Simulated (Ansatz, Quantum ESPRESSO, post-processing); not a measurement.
# vacuum gap of 4.5 Å between two Ta(110) faces: ballistic transmission, part 4 of 4

Wanted: the transmission near the Fermi level and the conductance of this junction: vacuum gap of 4.5 Å between two Ta(110) faces.

Quantum ESPRESSO 7.5; plane-wave DFT, PBE, JTH PAW pseudopotentials; cross-check by Ansatz 0.2.0 with PAW datasets.

So far. Step 3 (The open system): The run is unpolarised; a magnetic state was not tried, may lie lower and would change T. Step 3 (The open system): At no point does T exceed the number of channels.

## (5) The same in Ansatz

A second code with its own PAW datasets, on the same atoms.

Level of this step: plane-wave DFT, PBE, Ansatz PAW (Ansatz 0.2.0).

Input file input.yaml:

```yaml
crystal:
  lattice:
    - [3.32, 0.0, 0.0]
    - [1.66, 2.3475945135, 0.0]
    - [0.0, 0.0, 39.7139177031]
  atoms:
    - { symbol: Ta, position: [0.0, 0.0, 0.0] }
    - { symbol: Ta, position: [0.5, 0.0, 0.0591126398] }
    - { symbol: Ta, position: [0.0, 0.0, 0.1182252797] }
    - { symbol: Ta, position: [0.5, 0.0, 0.1773379195] }
    - { symbol: Ta, position: [0.0, 0.0, 0.2364505593] }
    - { symbol: Ta, position: [0.5, 0.0, 0.2955631992] }
    - { symbol: Ta, position: [0.0, 0.0, 0.354675839] }
    - { symbol: Ta, position: [0.5, 0.0, 0.4137884788] }
    - { symbol: Ta, position: [0.0, 0.0, 0.5270988813] }
    - { symbol: Ta, position: [0.5, 0.0, 0.5862115212] }
    - { symbol: Ta, position: [0.0, 0.0, 0.645324161] }
    - { symbol: Ta, position: [0.5, 0.0, 0.7044368008] }
    - { symbol: Ta, position: [0.0, 0.0, 0.7635494407] }
    - { symbol: Ta, position: [0.5, 0.0, 0.8226620805] }
    - { symbol: Ta, position: [0.0, 0.0, 0.8817747203] }
    - { symbol: Ta, position: [0.5, 0.0, 0.9408873602] }
kpoints:
  mp_grid: { grid: [9, 10, 1] }
hamiltonian:
  xc: pbe
scf:
  occupations: { method: fermi_dirac, width: 0.1 }
  convergence: { dr2_threshold: 1.0e-08 }
output:
  transmission: { leads: [[0, 2]], e_range: [-0.4, 0.4], de: 0.4, kmesh: [10, 10] }
  write_potential: true
  write_density: true
  volumetric_format: npy
  elf: true
```

On the command line:

```bash
$ ansatz run input.yaml --threads 4 --pin off --max-ram 8192MiB --backend cpu --events-out ev --progress --plain --runs-dir out
```

Numbers of over 12 decimals in the logs are rounded to 6 here.

Log:

```text
Warning: crystal.symmetry: narrowed to the stabiliser of the k-point mesh — unitary ops 8 → 4; excluded 4 operations that carry a point of the 9×10×1 mesh (shift [0, 0, 0]) off the mesh (the run samples exactly the mesh kpoints.mp_grid names, as under crystal.symmetry.detect: false, and its converged state has the mesh's symmetry, not the crystal's; ε∞, the Born charges and the force constants of a linear response (`dielectric:` by the response, `phonons.method: dfpt`) are averaged over those of the crystal's operations that the state keeps within a tolerance, where `mesh_tensors`, `unaveraged_element` or `gamma_mean_max_change_ev_ang2` stands beside them; [rest of the remark cut]
Engine: ansatz 0.2.0, aarch64-unknown-linux-gnu
Pseudopotentials: kind: paw
Pseudopotential: Ta, paw, valence charge 13, recommended cutoff 420 eV (normal), Ta.paw.azcp
Functional definition: PBE
  parameter kappa = 0.804
  parameter beta = 0.066725
  exchange = pbe_x(kappa = kappa, mu = beta*pi^2/3)
  correlation = pbe_c(beta = beta)
Crystal: 16 atoms, lattice volume = 309.531 Å³
Basis set: ecut = 420 eV, 6059 PW (Γ)
Bands: 125, of which v1, the nominal top of the filled ones, is band 104 counted from 1 (103 counted from 0)
Symmetry: 4 space group operations
k-points: 46 of 90
Non-local potential: Ta, projectors of the file, l = 0: 3, l = 1: 2, l = 2: 2, l = 3: 1
PAW form: soft (Blöchl's): semilocal exchange-correlation on the pseudo side does not see the compensation charge
PAW one-centre angular grid: Ta, 590 points (default); XC on 64 Gauss nodes
Initial density: superposition of atomic densities (neutral atoms: chi_scale 0, normalization atom), corrected by the library's trained network
Initial wavefunctions: pseudopotential atomic-orbital guess
Functional: x = pbe(κ = 0.804, μ = 0.219515), c = pbe(β = 0.066725)
SCF iter   1: F=—  HF=-158914.796637 eV  |F-HF|=—  |Δ(HF+E_count)|=         —  Δρ=1.68e-2  dr2=1.74e2  ethr=1.77e-3  ⟨swp⟩=6.4  Hψ=23047  notcnv=0  defer=31
preconditioner: auto → LDOS  [metal: Δε(μ)=0.001 eV  Ē_g=4.055 eV  σ=0.100 eV  W_gap=0.00  n_scr=84 (ndim 8)  ℏωp=18.9 eV  f_vac=0.016  D(μ)=20.68/eV (n_scr^D=232)  β→1.0]
SCF iter   2: F=—  HF=-158914.284769 eV  |F-HF|=—  |Δ(HF+E_count)|=   5.12e-1  Δρ=2.80e-3  dr2=4.40e-1  ethr=1.77e-3  ⟨swp⟩=3.0  Hψ=7006  notcnv=0  defer=48
SCF iter   3: F=—  HF=-158914.278250 eV  |F-HF|=—  |Δ(HF+E_count)|=   6.52e-3  Δρ=9.76e-4  dr2=9.46e-3  ethr=2.11e-4  ⟨swp⟩=2.1  Hψ=6750  notcnv=0  defer=62
SCF iter   4: F=—  HF=-158914.277160 eV  |F-HF|=—  |Δ(HF+E_count)|=   1.09e-3  Δρ=2.37e-4  dr2=8.00e-4  ethr=4.55e-6  ⟨swp⟩=2.0  Hψ=9798  notcnv=0  defer=62
SCF iter   5: F=—  HF=-158914.277089 eV  |F-HF|=—  |Δ(HF+E_count)|=   7.15e-5  Δρ=6.49e-5  dr2=3.84e-5  ethr=3.84e-7  ⟨swp⟩=2.0  Hψ=9684  notcnv=0  defer=62
SCF iter   6: F=—  HF=-158914.277087 eV  |F-HF|=—  |Δ(HF+E_count)|=   1.55e-6  Δρ=1.60e-5  dr2=2.92e-6  ethr=1.85e-8  ⟨swp⟩=2.5  Hψ=9922  notcnv=0  defer=62
SCF iter   7: F=—  HF=-158914.276760 eV  |F-HF|=—  |Δ(HF+E_count)|=   3.28e-4  Δρ=4.64e-6  dr2=1.71e-7  ethr=1.40e-9  ⟨swp⟩=2.1  Hψ=7742  notcnv=0  defer=56
SCF iter   8: F=—  HF=-158914.276760 eV  |F-HF|=—  |Δ(HF+E_count)|=   2.04e-8  Δρ=1.13e-6  dr2=1.07e-8  ethr=4.81e-12  ⟨swp⟩=13.5  Hψ=18404  notcnv=0
SCF iter   9: F=-158914.276760 eV  HF=-158914.276760 eV  |F-HF|=2.62e-10  |Δ(HF+E_count)|=  8.15e-10  Δρ=3.75e-7  dr2=7.50e-10  ethr=4.81e-12  ⟨swp⟩=2.0  Hψ=9901  notcnv=0
SCF 1 converged in 9 iterations: F = -158914.276760 eV  dr2 = 7.50e-10
  greatest PAW one-centre occupation: 0.999 electrons in one spin orbital (limit 2), on the Ta atom at site 11 (counted from 0), in its partial waves of l = 0
transmission: 344 of 3432 steps passed
transmission: 689 of 3432 steps passed
[...]
transmission: 3432 of 3432 steps passed
SCF converged after 9 iterations
Free energy (F): -158914.276760 eV
Harris-Foulkes:  -158914.276760 eV  (|F-HF|=2.62e-10)
Internal energy: -158913.555362 eV  (E = F + TS)
E sigma→0 (E₀):  -158913.916061 eV
Entropy (-TS):   -0.721397 eV (-45.087 meV/atom)
Fermi energy:    17.183145 eV
--- Per-component energies (eV) ---
  E_band       = -1970.384685
  E_kinetic    = 5842.265707
  E_local      = -19101.239650  (includes V_loc(G=0)·N_el)
  E_nonlocal   = 234.986898
  E_hartree    = 8057.852908
  E_xc         = -3489.323566
  E_vxc        = -3256.722950  (∫ρ·V_xc dr)
  E_paw        = -134344.470645  (= ΣΔE_a)
  E_vpaw       = -1805.382384  (= ΣTr[D̂ρ^β])
  E_aug_tail   = 0.002153  (compensation charges beyond the density's cutoff)
  E_ewald      = -16113.629166
  E_smearing   = -0.721397  (= −TS)
  E_closure    = 0.000000  (closes the sum)
  Σ components = -158914.276760   (vs F -158914.276760, Δ=0.00e0)
--- Band table (eV; the first three rows and the last of 46) ---
  k-point 0: bands = [... 100 lower, 17.4987, 17.5898, 17.6653, 17.7185, 17.7911, 17.8059, 17.8631, 17.8716, ... 17 higher]
  k-point 1: bands = [... 100 lower, 17.5521, 17.6095, 17.6291, 17.6541, 17.6877, 17.7378, 17.7584, 17.7640, ... 17 higher]
  k-point 2: bands = [... 100 lower, 17.4435, 17.4862, 17.5272, 17.5776, 17.5864, 17.6942, 17.7039, 17.7431, ... 17 higher]
  k-point 45: bands = [... 100 lower, 16.9363, 17.0042, 17.0303, 17.1366, 17.3842, 17.5131, 17.6685, 17.7388, ... 17 higher]
--- Transmission ---
  basis      : 67 plane waves across, 66 finite elements along
  points     : 52, standing for a mesh of 10 x 10
  energies   : 3 from -0.400000 to 0.400000 eV about the Fermi level, 0.400000 eV apart; the leads are filled to 0.000000 eV, and channels, transmission and decay are at 0.000000 eV
  crystal 0  : Ta2, at the sites [0, 2], period 4.6952 Å, over 37.56 Å; its Hamiltonian steps by up to 3.2 meV
    offset         : up to 0.0000 Å between an atom of the period and one for which it stands
    channels       : 1.610000e0 a spin
    conductance    : none, the energies end too early or step too widely for 300 K: set another output.transmission.e_range or a lower de, or, where they end at an eighth of basis.ecutwfc, a higher one
    slowest decay  : 0.0681 /Å at (-0.3000, 0.1000)
  junction   : crystal 0 to crystal 0, -0.48 to 34.54 Å
    transmission   : 2.908430e-1 a spin
    conductance    : none, the energies end too early or step too widely for 300 K: set another output.transmission.e_range or a lower de, or, where they end at an eighth of basis.ecutwfc, a higher one
```

Run time: 49 s. Hardware: 4 threads of Arm Neoverse V2, shared host; peak memory 1.8 GiB.

Read from the output:

| Property | Result |
| --- | --- |
| free energy | -158914.2768 eV |
| energy at zero smearing | -158913.9161 eV |
| smearing term TS | 0.7214 eV |
| Fermi energy | 17.18 eV |
| symmetry operations | 4 |
| transmission at the Fermi level, one spin | 0.2908 |
| step of the lead's Hamiltonian over a period | 3.2 meV |

Per spin; mean over the k mesh across the current. Table of transmission, zone mean by energy, zero at the Fermi level:

```
energy (eV)  transmission, zone mean
     -0.400                    0.321
      0.000                    0.291
      0.400                    0.229
```

Per spin; mean over the k mesh across the current. Open channels, zone mean against energy, zero at the Fermi level:

```
energy (eV)  open channels, zone mean
     -0.400                      1.79
      0.000                      1.61
      0.400                      1.23
```

Electrostatic potential energy in the ca plane at fractional y = 0.000, with atoms of Ta within 0.2 Å of it. With pseudopotentials it is smooth inside the atoms' cores, unlike the true potential.

Ten even steps from '0' (-63 eV) to '9' (21 eV), each cell a mean:
```
99986201589999999999998520258999999852026899
78987545789877899999998754578987789875457898
46899878898644689999999887889864468988788986
03689999997410368999999999999741047999999873
02689999997300268999999999999730037999999863
24789988998522479999999988899752257998899975
67898766888766789999999866689876678986678987
89987423689988999999998632368998899863246899
99986100479999999999998510158999999851015899
```
Columns run along c (16.0 Å, from fractional 0.30 to 0.70 of the cell; values clipped at the 3rd and 97th percentile), rows up along a (3.3 Å). Atoms in or near the plane, at fractional coordinates: Ta at (0.35, 0.00), Ta at (0.41, 0.50), Ta at (0.53, 0.00), Ta at (0.59, 0.50), Ta at (0.65, 0.00).

ELF in the ca plane at fractional y = 0.000, with atoms of Ta within 0.2 Å of it. It is the smooth field of the valence electrons, not physical close to the nuclei.

Ten even steps from '0' (0.08) to '9' (0.70), each cell a mean:
```
34427948834533355421002984873553244388497244
22333888533222212211101489833422223248984232
97333222342689730111232122223368962322222337
49525423643965960001355433453595594354345359
19625545744932970001356644563593295355455359
89434212443888950001244221243488893332123349
54232455333356411111111256423335532325642323
12425989724321234321001798963531134269896242
46527805934654566421002960683664464386078356
```
Columns run along c (16.0 Å, from fractional 0.30 to 0.70 of the cell), rows up along a (3.3 Å). Atoms in or near the plane, at fractional coordinates: Ta at (0.35, 0.00), Ta at (0.41, 0.50), Ta at (0.53, 0.00), Ta at (0.59, 0.50), Ta at (0.65, 0.00).

Ansatz finds T = 0.291 against pwcond's 0.294.

## (6) All levels side by side

All levels:

```
                   step  T at the Fermi level (per spin)  conductance (G0)  r.m.s. T(E) from the first  CPU time of the step (s)  peak memory (GiB)
                 Ansatz                           0.2908                 -                           0                       176              1.794
                 pwcond                            0.294             0.294                     0.02592                     775.1               0.34
pwcond, changed setting                           0.2937            0.2937                      0.0259                     926.2               0.36
```

Per spin; mean over the k mesh across the current. Transmission, zone mean against energy, zero at the Fermi level:

```csv
energy (eV),Ansatz,pwcond,"pwcond, changed setting"
-0.400,0.321,0.277,0.277
0.000,0.291,0.294,0.294
0.400,0.229,0.235,0.234
```

## (7) By hand

The Landauer sum over the mesh, Σ w T = 0.0400 × 0.998 + 0.0400 × 0.977 + 0.0400 × 0.696 + … = 0.2940.

G = 0.294 × 77.48 µS = 22.8 µS a cell. Times the area of 7.794 Å², the resistance-area product is A/G = 3.42 fΩ m², the leads' contact resistance included.

## (8) What came out

```
conductance from T at the Fermi level, a cell (G₀ = 2e²/h) : 0.294 G₀
conductance per area                                       : 292 S/μm²
lead channels per spin                                     : 1.61
the same conductance by Ansatz                             : 0.291 G₀
```

What this shows: The junction conducts 0.294 G₀ a cell at the Fermi level (PBE, JTH PAW). At the Fermi level the junction passes 18 % of what the leads offer. At the Fermi level pwcond and Ansatz differ by 1.1 %, a close match. Points with over 2.5 times the mean carry 39 % of T, so the mean leans on few points, and the mesh was not tested. Over -0.4 to 0.4 eV, T lies between 0.23 and 0.29 per spin. The geometry is as built, not relaxed, and the leads are short. Semilocal functionals lack the image potential in a vacuum gap. Spin-orbit coupling is left out; depending on the atoms that carry the levels of interest, it can split and shift them by tenths of an eV to an eV or more.

[Logs are printed without paths, hosts, clocks, repeated set-up lines and the standing remarks that a program may print on its own settings, such as how far it seeks lower states.]

[Hosts, paths, dates, database ids (printed as entryN), source tags and the programs' standing remarks are cut or masked in the printed files.]

[Maps of the electrostatic potential energy from Ansatz leave out the sawtooth potential of an applied field or a dipole correction, so their vacuum need not be flat; planar profiles and work functions include it.]
